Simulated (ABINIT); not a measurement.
Computed results, one entry a study.

**Quasiparticle gap of InP (F-43m) in ABINIT**

The structure is cubic, space group F-43m (No. 216). The conventional cell has a = 5.861 Å, b = 5.861 Å, c = 5.861 Å, α = 90.00°, β = 90.00°, γ = 90.00°. Nearest to In lie 4 P at 2.54 Å. Nearest to P lie 4 In at 2.54 Å. Farther neighbours, and contacts between anions beyond the nearest, are not listed.

```yaml
method: RPA screening on PBE, plane waves, norm-conserving pseudopotentials (and 2 further levels or steps)
program: ABINIT 10.8.3
settings: cutoff 33 Ha, PseudoDojo scalar-relativistic 0.4 stringent, norm-conserving, ngkpt (6, 6, 6), nband 144, ecuteps 6 Ha, inclvkb 2, shiftk (0, 0, 0), symchi 1, awtr 1, frequency ppm, 6×6×6 k-mesh
cost: 5 runs, 4.3 min in all on 8 MPI ranks of Intel Xeon Platinum 8488C (Sapphire Rapids), shared host
notes: The database entry behind the starting cell differs from other determinations of this structure. The cell and positions come from the Crystallography Open Database and are kept as given unless a step says otherwise. Limits: no spin-orbit coupling.
pbe_gap: 0.71 eV, direct
g0w0_gap_on_the_mesh: 1.39 eV
gw_settings: 6×6×6 mesh, 144 bands, screening to 163.3 eV, Godby-Needs plasmon pole
known_limits: short of the basis limit; no spin-orbit coupling
```

G0W0 moves the gap on the mesh from 0.71 eV to 1.39 eV (+0.68 eV), with Z of 0.78 and 0.79 at the edges. Local fields lower the RPA ε∞ on this mesh from 21.57 to 20.34.

[Long decimals in the printed logs are rounded to 6 places.]

[Logs are printed without paths, hosts, clocks, repeated set-up lines and the standing remarks that a program may print on its own settings, such as how far it seeks lower states.]

[Paths, hosts, dates, memory and timing lines, banners, echoed tables and standing remarks are left out of the program output; an Ansatz launch command may be rebuilt from the run's recorded settings. Measured values are a selection of at most five: reports struck by readers or far from the other reports are left out. None is set beside runs whose start may be inverted or whose files or cutoffs have a known fault.]

[Runs of the session that timed out or met a known fault of the program may be left out.]

[Hosts, paths, dates, database ids (printed as entryN), source tags and the programs' standing remarks are cut or masked in the printed files.]

[G0W0 gaps are taken among the corrected bands and points alone; a level outside them can change the order at an edge.]

[Where Ansatz stands beside ABINIT at settings called matched, ABINIT's density can come from a denser mesh and the files from another edition; pairs whose starting gaps differed by over 0.03 eV were left out, so agreement reads better than it is.]
